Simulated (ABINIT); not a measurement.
## K2NaScF6 (Fm-3m): G0W0 with ABINIT, start to end

Wanted: ground state, empty states, screening and self-energy for K2NaScF6 (Fm-3m).

Main program and level: ABINIT 10.8.3; LDA and many-body steps on it, plane waves.

**1. Starting point**

It takes space group Fm-3m (No. 225, cubic). Conventional cell: a = 8.472 Å, b = 8.472 Å, c = 8.472 Å, α = 90.00°, β = 90.00°, γ = 90.00°. K has 12 F at 3.00 Å nearest. Nearest to Na lie 6 F at 2.25 Å. Nearest to Sc lie 6 F at 1.98 Å. Nearest to F lie 1 Sc at 1.98 Å and 1 Na at 2.25 Å and 4 K at 3.00 Å. Farther neighbours and most contacts between anions are not listed.

The cell and positions come from the Crystallography Open Database and are kept as given unless a step says otherwise.

**2. Ground state**

This step: ABINIT 10.8.3; DFT, LDA, plane waves, norm-conserving pseudopotentials.

The ground-state density comes first.

The input, run.abi:

```
acell 3*1.0 Angstrom
rprim 
  -0.000000000000 4.235850000000 4.235850000000
  4.235850000000 -0.000000000000 4.235850000000
  4.235850000000 4.235850000000 -0.000000000000
ntypat 4
znucl 19 11 21 9
natom 10
typat 1 1 2 3 4 4 4 4 4 4
xred 
  0.250000000000 0.250000000000 0.250000000000
  0.750000000000 0.750000000000 0.750000000000
  0.500000000000 0.500000000000 0.500000000000
  0.000000000000 0.000000000000 0.000000000000
  0.765800000000 0.234200000000 0.234200000000
  0.234200000000 0.765800000000 0.234200000000
  0.234200000000 0.765800000000 0.765800000000
  0.765800000000 0.234200000000 0.765800000000
  0.234200000000 0.234200000000 0.765800000000
  0.765800000000 0.765800000000 0.234200000000
pp_dirpath "pseudos"
pseudos "K.upf, Na.upf, Sc.upf, F.upf"
ecut 38
ngkpt 4 4 4
nshiftk 1
shiftk 0 0 0
kptopt 1
chksymbreak 0
nband 49
occopt 1
tolvrs 1e-10
nstep 60
prtwf 0
optforces 0
optstress 0
indata_prefix "in"
outdata_prefix "out"
tmpdata_prefix "tmp"
```

The run is started by

```
$ OMP_NUM_THREADS=1 mpirun -n 4 abinit run.abi > log
```

Numbers of over 12 decimals in the logs are rounded to 6 here.

Log:

```text
.Version 10.8.3 of ABINIT. v10.8.2 released Aug 2026.

 Symmetries : space group Fm -3 m (#225); Bravais cF (face-center cubic)
================================================================================
 Values of the parameters that define the memory need of the present run
     intxc =       0    ionmov =       0      iscf =       7    lmnmax =       6
     lnmax =       6     mgfft =      64  mpssoang =       3    mqgrid =    3001
     natom =      10  nloc_mem =       1    nspden =       1   nspinor =       1
    nsppol =       1      nsym =      48    n1xccc =    2501    ntypat =       4
    occopt =       1   xclevel =       1
-    mband =          49        mffmem =           1         mkmem =           2
       mpw =       11516          nfft =      262144          nkpt =           8
================================================================================
  Rough estimation (10% accuracy) of disk space for files :
================================================================================

--------------------------------------------------------------------------------
------------- Echo of variables that govern the present computation ------------
--------------------------------------------------------------------------------
 -outvars: echo values of preprocessed input variables --------
            acell      1.8897261259E+00  1.8897261259E+00  1.8897261259E+00 Bohr

      chksymbreak           0
             ecut      3.80000000E+01 Hartree
-          fftalg         312

              ixc       -1012
              kpt      0.00000000E+00  0.00000000E+00  0.00000000E+00
                       2.50000000E-01  0.00000000E+00  0.00000000E+00
                       5.00000000E-01  0.00000000E+00  0.00000000E+00
                       2.50000000E-01  2.50000000E-01  0.00000000E+00
                       5.00000000E-01  2.50000000E-01  0.00000000E+00
                      -2.50000000E-01  2.50000000E-01  0.00000000E+00
                       5.00000000E-01  5.00000000E-01  0.00000000E+00
                      -2.50000000E-01  5.00000000E-01  2.50000000E-01
         kptrlatt        4    0    0      0    4    0      0    0    4
          kptrlen      4.52808352E+01
P           mkmem           2
            natom          10
            nband          49
            ngfft          64      64      64
             nkpt           8
            nstep          60
             nsym          48
           ntypat           4
              occ      2.000000  2.000000  2.000000  2.000000  2.000000  2.000000
                       2.000000  2.000000  2.000000  2.000000  2.000000  2.000000
                       2.000000  2.000000  2.000000  2.000000  2.000000  2.000000
                       2.000000  2.000000  2.000000  2.000000  2.000000  2.000000
                       2.000000  2.000000  2.000000  2.000000  2.000000  2.000000
                       2.000000  2.000000  2.000000  2.000000  2.000000  2.000000
                       2.000000  2.000000  2.000000  2.000000  0.000000  0.000000
                       0.000000  0.000000  0.000000  0.000000  0.000000  0.000000
                       0.000000
        optforces           0
        optstress           0
            prtwf           0
            rprim     -0.0000000000E+00  4.2358500000E+00  4.2358500000E+00
                       4.2358500000E+00 -0.0000000000E+00  4.2358500000E+00
                       4.2358500000E+00  4.2358500000E+00 -0.0000000000E+00
          spgroup         225

           tolvrs      1.00000000E-10

             xred      2.5000000000E-01  2.5000000000E-01  2.5000000000E-01
                       7.5000000000E-01  7.5000000000E-01  7.5000000000E-01
[...]
znucl       19.00000   11.00000   21.00000    9.00000

================================================================================

 chkinp: Checking input parameters for consistency.

================================================================================
== DATASET  1 ==================================================================
-   mpi_nproc: 4, omp_nthreads: 1 (-1 if OMP is not activated)

--- !DatasetInfo
iteration_state: {dtset: 1, }
dimensions: {natom: 10, nkpt: 8, mband: 49, nsppol: 1, nspinor: 1, nspden: 1, mpw: 11516, }
cutoff_energies: {ecut:  38.0, pawecutdg:  -1.0, }
electrons: {nelect:   8.00000000E+01, charge:   0.00000000E+00, occopt:   1.00000000E+00, tsmear:   1.00000000E-02, }

 Real(R)+Recip(G) space primitive vectors, cartesian coordinates (Bohr,Bohr^-1):
 R(1)=  0.0000000  8.0045964  8.0045964  G(1)= -0.0624641  0.0624641  0.0624641
 R(2)=  8.0045964  0.0000000  8.0045964  G(2)=  0.0624641 -0.0624641  0.0624641
 R(3)=  8.0045964  8.0045964  0.0000000  G(3)=  0.0624641  0.0624641 -0.0624641
 Unit cell volume ucvol=  1.0257660E+03 bohr^3
 Angles (23,13,12)=  6.00000000E+01  6.00000000E+01  6.00000000E+01 degrees

 getcut: wavevector=  0.0000  0.0000  0.0000  ngfft=  64  64  64
         ecut(hartree)=     38.000   => boxcut(ratio)=   2.03736

--- Pseudopotential description ------------------------------------------------
- K Generated using ONCVPSP code by D. R. Hamann
- 19.00000   9.00000  180309                  znucl, zion, pspdat
12 -1012 2 -1 2170                            pspcod,pspxc,lmax,lloc,mmax
     nproj     2     2     2
  pspatm : epsatm=    8.21740868
[...]
nproj     2     2     1
  pspatm : epsatm=    4.94580260
         --- l  ekb(1:nproj) -->
[...]
2   -2.364936
 pspatm: atomic psp has been read  and splines computed

   5.53154438E+03                                ecore*ucvol(ha*bohr**3)
--------------------------------------------------------------------------------

_setup2: Arith. and geom. avg. npw (full set) are   11477.828   11477.810

================================================================================

--- !BeginCycle
iteration_state: {dtset: 1, }
solver: {iscf: 7, nstep: 60, nline: 4, wfoptalg: 0, }
tolerances: {tolvrs: 1.00E-10, }

     iter   Etot(hartree)      deltaE(h)  residm     vres2
 ETOT  1  -301.49592292550    -3.015E+02 1.290E-01 1.419E+03
 ETOT  2  -301.57532530797    -7.940E-02 2.021E-02 1.475E+03
 ETOT  3  -301.98021109805    -4.049E-01 5.498E-03 9.310E+01
 ETOT  4  -301.99411336273    -1.390E-02 4.932E-03 5.217E+00
 ETOT  5  -301.99472727448    -6.139E-04 1.169E-03 3.363E-01
 ETOT  6  -301.99476683385    -3.956E-05 1.437E-03 3.803E-02
 ETOT  7  -301.99476770437    -8.705E-07 4.901E-04 5.280E-03
 ETOT  8  -301.99476843820    -7.338E-07 2.028E-03 2.289E-04
 ETOT  9  -301.99476845400    -1.580E-08 1.607E-03 8.064E-06
 ETOT 10  -301.99476845475    -7.516E-10 3.939E-03 6.101E-08
 ETOT 11  -301.99476845476    -7.503E-12 1.422E-03 1.075E-08
 ETOT 12  -301.99476845478    -2.319E-11 1.939E-03 1.468E-10
 ETOT 13  -301.99476845475     2.842E-11 4.155E-04 1.841E-12

 At SCF step   13       vres2   =  1.84E-12 < tolvrs=  1.00E-10 =>converged.

--- !ResultsGS
iteration_state: {dtset: 1, }
comment   : Summary of ground state results
lattice_vectors:
- [ -0.0000000,   8.0045964,   8.0045964, ]
- [  8.0045964,  -0.0000000,   8.0045964, ]
- [  8.0045964,   8.0045964,  -0.0000000, ]
lattice_lengths: [  11.32021,   11.32021,   11.32021, ]
lattice_angles: [ 60.000,  60.000,  60.000, ] # degrees, (23, 13, 12)
lattice_volume:   1.0257660E+03
convergence: {deltae:  2.842E-11, res2:  1.841E-12, residm:  4.155E-04, diffor:  0.000E+00, }
etotal    :  -3.01994768E+02
entropy   :   0.00000000E+00
fermie    :  -2.31702236E-02
cartesian_stress_tensor: null
pressure_GPa: null
xred      :
- [  2.5000E-01,   2.5000E-01,   2.5000E-01,  K]
- [  7.5000E-01,   7.5000E-01,   7.5000E-01,  K]
- [  5.0000E-01,   5.0000E-01,   5.0000E-01, Na]
- [  0.0000E+00,   0.0000E+00,   0.0000E+00, Sc]
- [  7.6580E-01,   2.3420E-01,   2.3420E-01,  F]
- [  2.3420E-01,   7.6580E-01,   2.3420E-01,  F]
- [  2.3420E-01,   7.6580E-01,   7.6580E-01,  F]
- [  7.6580E-01,   2.3420E-01,   7.6580E-01,  F]
- [  2.3420E-01,   2.3420E-01,   7.6580E-01,  F]
- [  7.6580E-01,   7.6580E-01,   2.3420E-01,  F]
cartesian_forces: null
force_length_stats: {min: null, max: null, mean: null, }

 Integrated electronic density in atomic spheres:
 ------------------------------------------------
 Atom  Sphere_radius  Integrated_density
[...]
================================================================================

 ----iterations are completed or convergence reached----

 Mean square residual over all n,k,spin=   22.566E-07; max=  41.548E-05
 reduced coordinates (array xred) for   10 atoms
[...]
0.234200000000      0.765800000000      0.234200000000
       0.234200000000      0.765800000000      0.765800000000
       0.765800000000      0.234200000000      0.765800000000
       0.234200000000      0.234200000000      0.765800000000
       0.765800000000      0.765800000000      0.234200000000
 rms dE/dt=  0.0000E+00; max dE/dt=  0.0000E+00; dE/dt below (all hartree)
    1       0.000000000000      0.000000000000      0.000000000000
    2       0.000000000000      0.000000000000      0.000000000000
    3       0.000000000000      0.000000000000      0.000000000000
    4       0.000000000000      0.000000000000      0.000000000000
    5       0.000000000000      0.000000000000      0.000000000000
    6       0.000000000000      0.000000000000      0.000000000000
    7       0.000000000000      0.000000000000      0.000000000000
    8       0.000000000000      0.000000000000      0.000000000000
    9       0.000000000000      0.000000000000      0.000000000000
   10       0.000000000000      0.000000000000      0.000000000000

 cartesian coordinates (angstrom) at end:
[...]
6      4.235850     1.984072     4.235850
    7      6.487628     4.235850     4.235850
    8      4.235850     6.487628     4.235850
    9      4.235850     4.235850     1.984072
   10      4.235850     4.235850     6.487628
 length scales=  1.889726125908  1.889726125908  1.889726125908 bohr
              =  1.000000000000  1.000000000000  1.000000000000 angstroms
 prteigrs : about to open file out_EIG
 Fermi (or HOMO) energy (hartree) =  -0.02317   Average Vxc (hartree)=  -0.35893
 Eigenvalues (hartree) for nkpt=   8  k points:
 kpt#   1, nband= 49, wtk=  0.01563, kpt=  0.0000  0.0000  0.0000 (reduced coord)
  -1.70787   -1.66719   -0.96491   -0.96400   -0.90782   -0.90782   -0.90782   -0.72726
  -0.71750   -0.71750   -0.71327   -0.71327   -0.71327   -0.68440   -0.68440   -0.68440
  -0.36861   -0.36861   -0.36861   -0.36454   -0.36454   -0.36454   -0.10869   -0.08740
  -0.08740   -0.08740   -0.08531   -0.08531   -0.07270   -0.07270   -0.07270   -0.04267
  -0.04267   -0.04267   -0.03263   -0.03263   -0.03263   -0.02317   -0.02317   -0.02317
   0.22124    0.24894    0.24894    0.24894    0.32265    0.32265    0.34975    0.34975
   0.34978
 prteigrs : prtvol=0 or 1, do not print more k-points.

--- !EnergyTerms
iteration_state     : {dtset: 1, }
comment             : Components of total free energy in Hartree
kinetic             :  1.62708666020092E+02
hartree             :  9.23968123893179E+01
xc                  : -5.97130601417376E+01
Ewald energy        : -1.85697692629020E+02
psp_core            :  5.39259849443061E+00
local_psp           : -2.96878293987648E+02
non_local_psp       : -2.02037986001868E+01
total_energy        : -3.01994768454752E+02
total_energy_eV     : -8.21769628868785E+03
band_energy         : -3.53446007981086E+01

== END DATASET(S) ==============================================================
================================================================================

 -outvars: echo values of variables after computation  --------
           etotal     -3.0199476845E+02
            nband          49
             nkpt           8
          spgroup         225
 [... the other variables as echoed above ...]

 Calculation completed.
```

Elapsed: 71 s, on 4 MPI ranks of Arm Neoverse V1, shared host; peak memory 0.56 GiB.

Numbers from this step:

```
total energy               : -8217.6963 eV
gap                        : 6.651 eV
k of the valence top       : 0, 0, 0
k of the conduction bottom : 0, 0, 0
least direct gap           : 6.651 eV
```

The gap is direct, at Γ.

(Continued in part 2 of 3.)

[Paths, hosts, dates, memory and timing lines, banners, echoed tables and standing remarks are left out of the program output.]

[Logs are printed without paths, hosts, clocks, repeated set-up lines and the standing remarks that a program may print on its own settings, such as how far it seeks lower states.]

[Runs of the session that timed out or met a known fault of the program may be left out.]

[Hosts, paths, dates, database ids (printed as entryN), source tags and the programs' standing remarks are cut or masked in the printed files.]

[G0W0 gaps are taken among the corrected bands and points alone; a level outside them can change the order at an edge.]

[Where Ansatz stands beside ABINIT at settings called matched, ABINIT's density can come from a denser mesh and the files from another edition; pairs whose starting gaps differed by over 0.03 eV were left out, so agreement reads better than it is.]
